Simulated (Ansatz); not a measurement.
**InP (F-43m): a many-body input that goes wrong, and its mend**

A first try at the G0W0 gap of InP (F-43m), what the program said, and an input that works.

Method: G0W0 on PBE, plane waves, PAW; PAW set soft_1, in Ansatz 0.2.0.

### 1. Set-up

It takes space group F-43m (No. 216, cubic). Conventional cell: a = 5.869 Å, b = 5.869 Å, c = 5.869 Å, α = 90.00°, β = 90.00°, γ = 90.00°. Nearest to In lie 4 P at 2.54 Å. Nearest to P lie 4 In at 2.54 Å. Farther neighbours are not listed.

Structure file:

```cif
data_structure
_symmetry_space_group_name_H-M 'P 1'
_symmetry_Int_Tables_number 1
_cell_length_a 4.1498
_cell_length_b 4.1498
_cell_length_c 4.1498
_cell_angle_alpha 60.000
_cell_angle_beta 60.000
_cell_angle_gamma 60.000
_cell_volume 50.53
loop_
_atom_site_label
_atom_site_type_symbol
_atom_site_fract_x
_atom_site_fract_y
_atom_site_fract_z
_atom_site_occupancy
In1 In 0.00000 0.00000 0.00000 1
P2 P 0.25000 0.25000 0.25000 1
```

The cell and positions come from the Crystallography Open Database and are kept as given unless a step says otherwise.

### 2. First try

Input file input.yaml:

```yaml
crystal:
  lattice:
    - [0.0, 2.93435, 2.93435]
    - [2.93435, 0.0, 2.93435]
    - [2.93435, 2.93435, 0.0]
  atoms:
    - { symbol: In, position: [0.0, 0.0, 0.0] }
    - { symbol: P, position: [0.25, 0.25, 0.25] }
kpoints:
  mp_grid: { grid: [4, 4, 4] }
hamiltonian:
  xc: pbe
  pseudopotentials: { kind: paw, azcp: { folder: soft_1 } }
scf:
  occupations: { method: fixed }
gw:
  n_empty_bands: 53
  ecut_chi: 5
  qp_bands: [v2, c2]
  qp_kpoints: band_edges
  screening: { model: contour_deformation }
```

Command:

```bash
$ ansatz run input.yaml --threads 3 --pin off --max-ram 92160MiB --backend cuda --events-out ev --progress --plain --runs-dir out --devices 1 --max-vram 13GiB
```

Numbers of over 12 decimals in the logs are rounded to 6 here.

What it wrote:

```text
GPUs: using 1 of 1 available (devices: 1).
Engine: ansatz 0.2.0, x86_64-unknown-linux-gnu
Pseudopotentials: kind: paw
Pseudopotential: In, paw, valence charge 13, recommended cutoff 420 eV (normal), soft_1/In.paw.azcp
Pseudopotential: P, paw, valence charge 5, recommended cutoff 420 eV (normal), soft_1/P.paw.azcp
Functional definition: PBE
  parameter kappa = 0.804
  parameter beta = 0.066725
  exchange = pbe_x(kappa = kappa, mu = beta*pi^2/3)
  correlation = pbe_c(beta = beta)
device memory: the entry about to start is reckoned to put 0.8 GiB on a device that reports 38.6 GiB free (of which the cap on the GPU budget leaves the run 13.0 GiB)
GPU FFT provider: cuFFT
GPU libraries: cuBLAS 13.8.2, cuFFT 12.4.0, cuSOLVER 12.3.4
Crystal: 2 atoms, lattice volume = 50.532 Å³
Basis set: ecut = 420 eV, 965 PW (Γ)
Bands: 13, of which v1, the nominal top of the filled ones, is band 9 counted from 1 (8 counted from 0)
Symmetry: 24 space group operations
Space group: F-43m (ITA 216), of the structure as read, at distance tolerance 3.7e-5 Å
k-points: 8 of 64 (time reversal used)
Non-local potential: In, projectors of the file, l = 0: 2, l = 1: 2, l = 2: 2, l = 3: 1
Non-local potential: P, projectors of the file, l = 0: 2, l = 1: 2, l = 2: 1
PAW form: soft (Blöchl's): semilocal exchange-correlation on the pseudo side does not see the compensation charge
PAW one-centre angular grid: In, 590 points (default); XC on 64 Gauss nodes
PAW one-centre angular grid: P, 110 points (default); XC on 64 Gauss nodes
Initial density: superposition of atomic densities (chi_scale 0.1, normalization cell, long waves kept (reshape's long-wave potential 0.00 eV rms))
Initial wavefunctions: pseudopotential atomic-orbital guess
GPU buffer pool allocated for 27000 grid points (all kernels)
GPU transforms: local potential and band sums: pruned to the plane-wave sphere, on 27×27×27
Functional: x = pbe(κ = 0.804, μ = 0.219515), c = pbe(β = 0.066725)
SCF iter   1: F=—  HF=-6354.195331 eV  |F-HF|=—  |Δ(HF+E_count)|=         —  Δρ=3.59e-2  dr2=9.60e-1  ethr=3.10e-3  ⟨swp⟩=5.0  Hψ=565  notcnv=0  defer=11
preconditioner: auto → none  [insulator: Δε(μ)=0.973 eV  Ē_g=14.435 eV  n_scr=14 (ndim 8)  ℏωp=22.2 eV  f_vac=0.000  ε∞_Penn≈3.4]
SCF iter   2: F=—  HF=-6353.952275 eV  |F-HF|=—  |Δ(HF+E_count)|=   2.43e-1  Δρ=1.65e-2  dr2=9.73e-2  ethr=3.10e-3  ⟨swp⟩=3.1  Hψ=232  notcnv=0  defer=10
SCF iter   3: F=—  HF=-6353.943902 eV  |F-HF|=—  |Δ(HF+E_count)|=   8.37e-3  Δρ=6.57e-3  dr2=1.57e-2  ethr=5.41e-4  ⟨swp⟩=2.9  Hψ=181  notcnv=0  defer=12
SCF iter   4: F=—  HF=-6353.944594 eV  |F-HF|=—  |Δ(HF+E_count)|=   6.92e-4  Δρ=1.10e-3  dr2=4.30e-4  ethr=8.70e-5  ⟨swp⟩=3.6  Hψ=201  notcnv=0  defer=12
SCF iter   5: F=—  HF=-6353.944502 eV  |F-HF|=—  |Δ(HF+E_count)|=   9.29e-5  Δρ=2.34e-4  dr2=1.34e-5  ethr=2.39e-6  ⟨swp⟩=2.0  Hψ=196  notcnv=0  defer=12
SCF iter   6: F=—  HF=-6353.944518 eV  |F-HF|=—  |Δ(HF+E_count)|=   1.67e-5  Δρ=2.41e-5  dr2=2.07e-7  ethr=7.42e-8  ⟨swp⟩=2.1  Hψ=143  notcnv=0  defer=10
SCF iter   7: F=-6353.944518 eV  HF=-6353.944518 eV  |F-HF|=1.76e-9  |Δ(HF+E_count)|=   8.17e-8  Δρ=2.67e-6  dr2=3.45e-9  ethr=5.56e-10  ⟨swp⟩=6.1  Hψ=511  notcnv=0
SCF 1 converged in 7 iterations: F = -6353.944518 eV  dr2 = 3.45e-9
[...]
device memory: the entry about to start is reckoned to put 1.3 GiB on a device that reports 38.6 GiB free (of which the cap on the GPU budget leaves the run 13.0 GiB)
NSCF: frozen V_eff on 8 k-points
[...]
device memory: the entry about to start is reckoned to put 1.4 GiB on a device that reports 38.6 GiB free (of which the cap on the GPU budget leaves the run 13.0 GiB)
NSCF: frozen V_eff on 8 k-points
G₀W₀ screening: q 1/8
[... further progress lines ...]
device memory: the entry about to start is reckoned to put 0.3 GiB on a device that reports 31.9 GiB free (of which the cap on the GPU budget leaves the run 13.0 GiB)
NSCF: frozen V_eff on 1 k-points
SCF converged after 7 iterations
Free energy (F): -6353.944518 eV
Harris-Foulkes:  -6353.944518 eV  (|F-HF|=1.76e-9)
Internal energy: -6353.944518 eV  (E = F + TS)
E sigma→0 (E₀):  -6353.944518 eV
Fermi energy:    7.024351 eV
--- Per-component energies (eV) ---
  E_band       = -51.851010
  E_kinetic    = 288.184541
  E_local      = -1333.946846  (includes V_loc(G=0)·N_el)
  E_nonlocal   = 359.649910
  E_hartree    = 535.467426
  E_xc         = -215.485278
  E_vxc        = -150.017733  (∫ρ·V_xc dr)
  E_paw        = -4768.707758  (= ΣΔE_a)
  E_vpaw       = -286.655965  (= ΣTr[D̂ρ^β])
  E_aug_tail   = 0.000148  (compensation charges beyond the density's cutoff)
  E_ewald      = -1219.106662
  E_smearing   = -0.000000  (= −TS)
  E_closure    = 0.000000  (closes the sum)
  Σ components = -6353.944518   (vs F -6353.944518, Δ=0.00e0)
--- Band table (eV; the first three rows and the last of 8) ---
  k-point 0: bands = [... 5 lower, -4.4707, 7.0244, 7.0244, 7.0244, 7.7032, 11.0824, 11.0824, 11.0824]
  k-point 1: bands = [... 5 lower, -3.7977, 3.5794, 6.4669, 6.4669, 8.7915, 11.7822, 11.7822, 12.3239]
  k-point 2: bands = [... 5 lower, -2.7550, 1.2952, 6.0530, 6.0530, 8.4970, 11.8028, 11.8028, 14.1069]
  k-point 7: bands = [... 5 lower, -2.0233, 1.4178, 4.0771, 4.1163, 11.2988, 11.3753, 12.5556, 13.2142]
--- G₀W₀: contour deformation, 7 samples at zero and on the imaginary axis and 2 off it, 64 q-points, 53 empty bands' worth ---
  eigenvalues of the whole cell's RPA ε∞ on this k-mesh (on a slab, of 1 + 4πα/V) = 49.7230, 49.7230, 49.7230; static W/v taken at q = 0 is 0.020111
  bands read: the sum over 62 bands ends inside a degenerate multiplet in 1 slot, whose members it reads at an even weight; the widest, k=0: bands 61 to 63 (counted from 1) at 2/3 each
  gw.qp_kpoints: band_edges: 6 of 8 stored k-points solved, in 1 pass; an edge of the gap read off the rows below is read off those points alone
    valence top: of the k-points left out ik 5 came nearest to being solved in a further pass, in band 9 (counted from 1, as in the quasiparticle table): it holds the edge there only if its correction is more favourable than any solved in that band by at least 1.026 eV; those differ by 0.364 eV
    conduction bottom: of the k-points left out ik 4 came nearest to being solved in a further pass, in band 10 (counted from 1, as in the quasiparticle table): it holds the edge there only if its correction is more favourable than any solved in that band by at least 1.030 eV; those differ by 0.826 eV
  `?` marks the rows in doubt; gw_qp.tsv's column doubts and the gw_qp event give each row's grounds
    ik  band        ε_KS         Σx   Σc(E_QP)       V_xc       Z   E_QP_lin       E_QP  E_QP is
     0     8      7.0244   -16.9005     2.1649   -15.0680  0.8090     7.3532     7.3568  root
     0     9      7.0244   -16.9005     2.1649   -15.0680  0.8090     7.3532     7.3568  root
     0    10      7.7032    -9.9811    -2.5971   -14.0723  0.8125     9.0245     9.1974  root ?
     0    11     11.0824    -7.0394    -3.0397   -11.5529  0.7998    12.3886    12.5563  root ?
     1     8      6.4669   -16.4446     2.2771   -14.4281  0.8058     6.7252     6.7275  root
     1     9      6.4669   -16.4446     2.2771   -14.4281  0.8058     6.7252     6.7275  root
     1    10      8.7915    -8.8168    -2.7261   -12.9997  0.8094    10.0774    10.2484  root ?
     1    11     11.7822    -7.0653    -3.2108   -11.7924  0.7959    13.1398    13.2985  root ?
     2     8      6.0530   -16.2776     2.4069   -14.0610  0.8028     6.2420     6.2434  root
     2     9      6.0530   -16.2776     2.4069   -14.0610  0.8028     6.2420     6.2434  root
     2    10      8.4970    -8.7752    -2.7151   -12.8728  0.8108     9.7130     9.8795  root ?
     2    11     11.8028    -6.6802    -3.2386   -11.3294  0.7939    13.0469    13.2133  root ?
     3     8      5.6150   -15.8674     2.4786   -13.5396  0.7988     5.7651     5.7660  root
     3     9      5.6150   -15.8674     2.4786   -13.5396  0.7988     5.7651     5.7660  root
     3    10      9.4874    -6.9167    -3.0960   -10.9609  0.8075    10.5315    10.4356  root ?
     3    11     10.1332    -8.4597    -2.9638   -12.8434  0.8020    11.3900    11.5532  root ?
     6     8      4.7062   -15.5777     2.7849   -12.8126  0.7893     4.7260     4.7260  root
     6     9      4.7062   -15.5777     2.7849   -12.8126  0.7893     4.7260     4.7260  root
     6    10      8.7683    -6.4347    -2.9801   -10.0832  0.8095     9.4911     9.4368  root
     6    11      9.2746    -7.7438    -3.1160   -11.8226  0.8076    10.3380    10.2375  root ?
     7     8      4.0771   -15.3071     2.8648   -12.3513  0.7822     3.9858     3.9861  root
     7     9      4.1163   -14.6256     2.7733   -11.8208  0.7832     4.0847     4.0848  root
     7    10     11.2988    -6.9539    -3.3807   -11.2150  0.7969    12.2568    12.1791  root ?
     7    11     11.3753    -9.0184    -3.3550   -14.1990  0.7918    13.0724    13.2009  root ?
```

Run time: 9.6 s. Hardware: 1 × NVIDIA H100 80GB HBM3 (shared by 6 runs) with 3 threads of AMD EPYC 7R13 (Zen 3), shared host; peak memory 0.99 GiB; 6.1 s of CPU time.

Q: What is the fault?

The run ended normally, though the input holds a fault or crude settings.

The fault: screening cutoff of a few eV. Such a cutoff keeps only a few plane waves in the dielectric matrix, so local fields and the Coulomb hole are lost.

It printed a gap of 1.84 eV, which is an artefact of the settings.

### 3. A better input

Now the one-shot GW correction: screening in the RPA, then the self-energy of the levels asked for. This step takes PAW set soft_1 files.

Edit input.yaml of step 2 so:

```diff
@@ -17,3 +17,3 @@
   n_empty_bands: 53
-  ecut_chi: 5
+  ecut_chi: 60
   qp_bands: [v2, c2]
```

What it wrote:

```text
GPUs: using 1 of 1 available (devices: 1).
[...]
GPU FFT provider: cuFFT
GPU libraries: cuBLAS 13.8.2, cuFFT 12.4.0, cuSOLVER 12.3.4
Crystal: 2 atoms, lattice volume = 50.532 Å³
Basis set: ecut = 420 eV, 965 PW (Γ)
Bands: 13, of which v1, the nominal top of the filled ones, is band 9 counted from 1 (8 counted from 0)
Symmetry: 24 space group operations
[...]
k-points: 8 of 64 (time reversal used)
[...]
GPU buffer pool allocated for 27000 grid points (all kernels)
[...]
SCF iter   1: F=—  HF=-6354.195331 eV  |F-HF|=—  |Δ(HF+E_count)|=         —  Δρ=3.59e-2  dr2=9.60e-1  ethr=3.10e-3  ⟨swp⟩=5.0  Hψ=565  notcnv=0  defer=11
[...]
SCF iter   7: F=-6353.944518 eV  HF=-6353.944518 eV  |F-HF|=1.76e-9  |Δ(HF+E_count)|=   8.17e-8  Δρ=2.67e-6  dr2=3.45e-9  ethr=5.56e-10  ⟨swp⟩=6.1  Hψ=511  notcnv=0
SCF 1 converged in 7 iterations: F = -6353.944518 eV  dr2 = 3.45e-9
[...]
0     8      7.0244   -16.9005     1.7598   -15.0680  0.7371     6.9515     6.9517  root
     0     9      7.0244   -16.9005     1.7598   -15.0680  0.7371     6.9515     6.9517  root
     0    10      7.7032    -9.9811    -3.6744   -14.0723  0.7565     8.1294     8.1201  root
     0    11     11.0824    -7.0394    -4.1544   -11.5529  0.7470    11.4489    11.4416  root
     1     8      6.4669   -16.4446     1.8937   -14.4281  0.7346     6.3435     6.3441  root
     1     9      6.4669   -16.4446     1.8937   -14.4281  0.7346     6.3435     6.3441  root
     1    10      8.7915    -8.8168    -3.8057   -12.9997  0.7550     9.1762     9.1688  root
     1    11     11.7822    -7.0653    -4.3573   -11.7924  0.7418    12.1600    12.1521  root
[...]
7     8      4.0771   -15.3071     2.6429   -12.3513  0.7023     3.7590     3.7642  root
     7     9      4.1163   -14.6256     2.5041   -11.8208  0.7050     3.8100     3.8156  root
     7    10     11.2988    -6.9539    -4.0842   -11.2150  0.7431    11.4770    11.4756  root
     7    11     11.3753    -9.0184    -4.6135   -14.1990  0.7199    11.9631    11.9425  root
[key lines of the parts left out:]
SCF converged after 7 iterations
Free energy (F): -6353.944518 eV
Fermi energy:    7.024351 eV
```

Elapsed: 6.9 s, on 1 × NVIDIA H100 80GB HBM3 (shared by 6 runs) with 3 threads; peak memory 0.99 GiB; 9.2 s of CPU time.

Numbers from this step:

```
bands summed                                 : 62
RPA ε∞ on this mesh (eigenvalues)            : 47.32, 47.32, 47.32
plane waves in the screening matrix          : 59
q-points in the mesh                         : 64
G0W0 gap on the mesh                         : 1.168 eV
k of the valence top                         : 0, 0, 0
k of the conduction bottom                   : 0, 0, 0
starting gap on the mesh                     : 0.6788 eV
Z at the valence top                         : 0.7371
Z at the conduction bottom                   : 0.7565
least direct G0W0 gap on the computed points : 1.168 eV
```

The gap on the mesh goes from 0.68 eV to 1.17 eV, a correction of +0.49 eV. Between the two edge states, bare exchange in place of the xc potential would open the gap by 5.92 eV, and correlation takes back 5.43 eV.

### 4. Outcome

* first try: converged after 9.6 s
* better run: G0W0 gap on the mesh 1.17 eV (4×4×4 mesh, 53 empty bands, screening to 60 eV, PAW set soft_1 files)

**Reading.** The second run differs in: screening cutoff (eV). Bands and cutoff are finite, so the gap is not at the basis limit. The miss can reach some tenths of an eV and take either sign; the mesh is an error of its own. The 4×4×4 mesh is coarse for this cell (its supercell is 17 Å along the shortest edge). The RPA ε∞ on it, from the PBE start, is 47.32; such meshes misread the long-range screening, most where the gap is narrow. The RPA ε∞ on this mesh reaches over 25; with a narrow direct gap a coarse mesh can overstate it, and the correction is then too small. The many-body steps are scalar-relativistic: spin-orbit coupling is not in them.

[Paths, hosts, dates, memory and timing lines, banners, echoed tables and standing remarks are left out of the program output.]

[Logs are printed without paths, hosts, clocks, repeated set-up lines and the standing remarks that a program may print on its own settings, such as how far it seeks lower states.]

[Runs of the session that timed out or met a known fault of the program may be left out.]

[Cells called generated may have been cut or substituted from an entry of the Crystallography Open Database or the Materials Project.]

[Hosts, paths, dates, database ids (printed as entryN), source tags and the programs' standing remarks are cut or masked in the printed files.]
